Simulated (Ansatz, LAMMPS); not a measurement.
# Structural relaxation of amorphous 29SiO2-71Al2O3 (mol %) (124 atoms), part 4 of 4

Aim: bring amorphous 29SiO2-71Al2O3 (mol %) (124 atoms) to a nearby minimum of the energy and see what moves.

Ansatz 0.2.0; Kohn-Sham DFT, PBE, PAW (set soft_2), plane waves.

The cell: 8 Si, 40 Al and 76 O. The quench rate of 50 K/ps far exceeds what a furnace or splat quench reaches. The starting topology of bonds comes from the classical model. Only the Γ point is sampled, in a cell whose shortest periodic width is 11 Å.

So far. Step 4 (Cell and atoms relaxed): The relaxation changed the energy by -33.0 meV/atom, and atoms moved by 0.25 Å r.m.s., 0.71 Å at most. Step 7 (Functional HSE06): Forces differ from those of the single point at the relaxed geometry by 136 meV/Å r.m.s.; the pressure by -5.6 GPa and the gap by +1.7 eV. It took 6.4 min and 16 cycles; the reference's time can't be set against it, since the two runs asked for unlike analyses.

## (8) Functional r2SCAN (500 eV)

The meta-GGA r2SCAN uses the kinetic energy density as well as the density and its gradient. Besides, the cutoff goes from 420 to 500 eV.

This step: Kohn-Sham DFT, r2SCAN, PAW (set soft_2), plane waves (Ansatz 0.2.0).

Input file input.yaml:

```yaml
crystal:
  lattice:
    - [11.40252, 0.02212, -0.06687]
    - [0.02212, 11.25279, 0.04165]
    - [-0.06687, 0.04165, 11.28107]
  atoms:
    [... the 124 atom lines of step 6 ...]
kpoints:
  mp_grid: { grid: [1, 1, 1] }
hamiltonian:
  xc: r2scan
scf:
  occupations: { method: fermi_dirac, width: 0.025 }
output:
  forces: true
  stress: true
  populations: true
  dos:
    method: { smearing: { sigma: 0.08 } }
    de: 0.05
    projected: { site_lists: { Al: [Al], O: [O], Si: [Si] } }
  eigenvalues: true
```

The run is started by

```bash
$ ansatz run input.yaml --threads 4 --pin off --max-ram 8192MiB --backend cpu --events-out ev --progress --plain --runs-dir out
```

Numbers of over 12 decimals in the logs are rounded to 6 here.

Output:

```text
[...]
Crystal: 124 atoms, lattice volume = 1447.400 Å³
Basis set: ecut = 500 eV, 36743 PW (Γ), exchange–correlation on 360×360×360 points (64 copies of the dense FFT grid, shifted against one another)
Bands: 428, of which v1, the nominal top of the filled ones, is band 304 counted from 1 (303 counted from 0)
Symmetry: 1 space group operations
[...]
k-points: 1
[...]
SCF iter   1: F=—  HF=-70116.616402 eV  |F-HF|=—  |Δ(HF+E_count)|=         —  Δρ=8.11e-3  dr2=1.14e0  dr2_τ=7.88e0  ethr=1.77e-3  ⟨swp⟩=6.0  Hψ=1924  notcnv=0  defer=54
[...]
SCF iter   8: F=—  HF=-70120.697829 eV  |F-HF|=—  |Δ(HF+E_count)|=   1.59e-6  Δρ=7.38e-6  dr2=8.93e-7  dr2_τ=6.16e-8  ethr=7.82e-10  ⟨swp⟩=2.0  Hψ=614  notcnv=0  defer=117
SCF iter   9: F=-70120.697829 eV  HF=-70120.697829 eV  |F-HF|=3.11e-9  |Δ(HF+E_count)|=   1.09e-7  Δρ=2.31e-6  dr2=7.58e-8  dr2_τ=8.49e-9  ethr=1.64e-11  ⟨swp⟩=14.0  Hψ=3032  notcnv=0
SCF 1 converged in 9 iterations: F = -70120.697829 eV  dr2 = 7.58e-8
[...]
SCF converged after 9 iterations
Free energy (F): -70120.697829 eV
[...]
Internal energy: -70120.697829 eV  (E = F + TS)
E sigma→0 (E₀):  -70120.697829 eV
Fermi energy:    6.274787 eV
[...]
Σ components = -70120.697829   (vs F -70120.697829, Δ=0.00e0)
--- Forces (eV/Å), atoms counted from 1 ---
  atom   1  Si     0.00432785     0.00378074    -0.09106014
  atom   2  Si     0.05716338     0.04213809    -0.07065770
  atom   3  Si    -0.02761719    -0.06466829     0.21744136
  atom   4  Si     0.04440837    -0.05720601    -0.00112648
[...]
atom 124  O      0.29847438     0.02801980     0.10503297
  max |Σ_I F_I| component: 7.46e-5 eV/Å
--- Stress (GPa, compression-positive) ---
       -5.217563       0.011410       0.060986
        0.011363      -5.237730       0.088974
        0.060998       0.088970      -5.403086
  P = ⅓ Tr σ = -5.2861 GPa (-52.861 kbar)
--- Band table (eV) ---
[...]
--- Löwdin populations: 124 sites ---
  site symbol       q [e]
     0     Si      2.1936
     1     Si      2.2044
     2     Si      2.2153
[...]
123      O      6.8677
  spilling = 0.009716 (of n_electrons = 608.000000)
```

Elapsed: 61 s, on 4 threads of Arm Neoverse V2, shared host; peak memory 4.4 GiB.

Geometry and reference: those of the single point at the relaxed geometry.

Forces differ from those of the single point at the relaxed geometry by 108 meV/Å r.m.s.; the pressure by -5.3 GPa and the gap by +0.60 eV. It took 61 s and 9 cycles; the reference's time can't be set against it, since the two runs asked for unlike analyses.

## (9) Functional PBEsol

PBEsol restores the gradient expansion of exchange for slowly varying densities and usually gives shorter bonds in solids than PBE.

This step: Kohn-Sham DFT, PBEsol, PAW (set soft_2), plane waves (Ansatz 0.2.0).

input.yaml: that of step 8 with these lines changed.

```diff
@@ -10,3 +10,3 @@
 hamiltonian:
-  xc: r2scan
+  xc: pbesol
 scf:
```

Output:

```text
[...]
Crystal: 124 atoms, lattice volume = 1447.400 Å³
Basis set: ecut = 420 eV, 28283 PW (Γ), exchange–correlation on 160×160×160 points (8 copies of the dense FFT grid, shifted against one another)
Bands: 428, of which v1, the nominal top of the filled ones, is band 304 counted from 1 (303 counted from 0)
Symmetry: 1 space group operations
[...]
k-points: 1
[...]
SCF iter   1: F=—  HF=-68735.085450 eV  |F-HF|=—  |Δ(HF+E_count)|=         —  Δρ=1.25e-2  dr2=1.88e0  ethr=1.77e-3  ⟨swp⟩=6.0  Hψ=1924  notcnv=0  defer=54
[...]
SCF iter   9: F=—  HF=-68734.525677 eV  |F-HF|=—  |Δ(HF+E_count)|=   1.16e-6  Δρ=5.56e-6  dr2=3.66e-7  ethr=1.39e-10  ⟨swp⟩=2.0  Hψ=614  notcnv=0  defer=117
SCF iter  10: F=-68734.525677 eV  HF=-68734.525677 eV  |F-HF|=3.29e-8  |Δ(HF+E_count)|=   2.92e-8  Δρ=1.14e-6  dr2=2.36e-8  ethr=1.64e-11  ⟨swp⟩=13.0  Hψ=2544  notcnv=0
SCF 1 converged in 10 iterations: F = -68734.525677 eV  dr2 = 2.36e-8
[...]
SCF converged after 10 iterations
Free energy (F): -68734.525677 eV
[...]
Internal energy: -68734.525677 eV  (E = F + TS)
E sigma→0 (E₀):  -68734.525677 eV
Fermi energy:    6.164596 eV
[...]
Σ components = -68734.525677   (vs F -68734.525677, Δ=0.00e0)
--- Forces (eV/Å), atoms counted from 1 ---
  atom   1  Si     0.01692135    -0.03786186     0.04084318
  atom   2  Si    -0.03508066    -0.00089783    -0.01876250
  atom   3  Si    -0.01941674    -0.02761589    -0.03340828
  atom   4  Si    -0.05841214    -0.01358210     0.01208385
[...]
atom 124  O      0.07408115    -0.00460050     0.03858597
  max |Σ_I F_I| component: 1.09e-4 eV/Å
--- Stress (GPa, compression-positive) ---
       -3.357722      -0.013174       0.016372
       -0.013184      -3.435762       0.051317
        0.016369       0.051324      -3.400567
  P = ⅓ Tr σ = -3.3980 GPa (-33.980 kbar)
--- Band table (eV) ---
[...]
--- Löwdin populations: 124 sites ---
  site symbol       q [e]
     0     Si      2.2857
     1     Si      2.2957
     2     Si      2.3055
[...]
123      O      6.8182
  spilling = 0.009684 (of n_electrons = 608.000000)
```

Wall time 26 s (4 threads); peak memory 2 GiB.

Geometry and reference: those of the single point at the relaxed geometry.

Forces differ from those of the single point at the relaxed geometry by 38 meV/Å r.m.s.; the pressure by -3.4 GPa and the gap by -0.089 eV.

## (10) The ladder side by side

Differences are against the single point at the relaxed geometry (Kohn-Sham DFT, PBE, PAW (set soft_2), plane waves), whose r.m.s. force component is 0.00342 eV/Å. Times are for 4 threads of Arm Neoverse V2, shared host. The reference's time includes grids, which some other runs skip.

```
                       run  Δ force, r.m.s. (meV/Å)  Δ pressure (GPa)  Δ gap (eV)  cycles     time  host memory (GiB)
                 reference                        -                 -           -       9     27 s                2.0
          functional HSE06                      136             -5.56        1.66      16  6.4 min                5.0
functional r2SCAN (500 eV)                      108             -5.29       0.605       9     61 s                4.4
         functional PBEsol                     37.8             -3.41      -0.089      10     26 s                2.0
```

## (11) Results

| Quantity | Value |
| --- | --- |
| energy change in the relaxation | -32.96 meV/atom |
| r.m.s. displacement | 0.253 Å |
| largest displacement | 0.708 Å |
| free energy per atom | -563.4483 eV/atom |
| pressure | 0.008723 GPa |
| r.m.s. force component | 0.00342 eV/Å |
| gap (highest filled to lowest empty level) | 3.235 eV |
| wall time of the 6 DFT runs | 16 min |

What this shows: Relaxation lowers the energy by 33.0 meV/atom and moves atoms by 0.25 Å r.m.s.; the r.m.s. force component goes from 0.53 to 0.0034 eV/Å. Displacements are taken in the final cell, so they leave out its strain. By the final cutoffs 1 of 201 bonded pairs parted and 12 joined. The cell shrank by 1.7 % in volume. First to last step the energy falls by 4.087 eV, across changes of basis; the largest move, 0.71 Å, is that of O50. The O-Al bonds change most in mean length: from 1.815 Å (spread 0.115) to 1.849 Å (spread 0.101), and their number from 169 to 180. Counting bonds as in the table, 55 % of Al atoms have 4, 66 % of O atoms have 3 and all Si atoms have 4 bonded neighbours. 28 % of the oxygens bridge two formers (Si and Al) and 0 % are non-bridging; 66 % join three; 7 % join four. Filled and empty levels are parted by 3.24 eV (at Γ alone); a semilocal functional tends to put such gaps too low. In a disordered cell it changes from sample to sample, and tail or defect levels can set it.

Among the changes of functional, dispersion, potentials or spin set against this reference, functional HSE06 moves the forces most, by 136 meV/Å r.m.s. The gap changes by +1.66 eV with HSE06.

What to keep in mind: The network of bonds at the start is that of the classical potential that made the cell; in DFT 1 of its 201 bonded pairs passed out of the cutoffs and 12 came within them.

[Logs are printed without paths, hosts, clocks, repeated set-up lines and the standing remarks that a program may print on its own settings, such as how far it seeks lower states.]

[Hosts, paths, dates, database ids (printed as entryN), source tags and the programs' standing remarks are cut or masked in the printed files.]
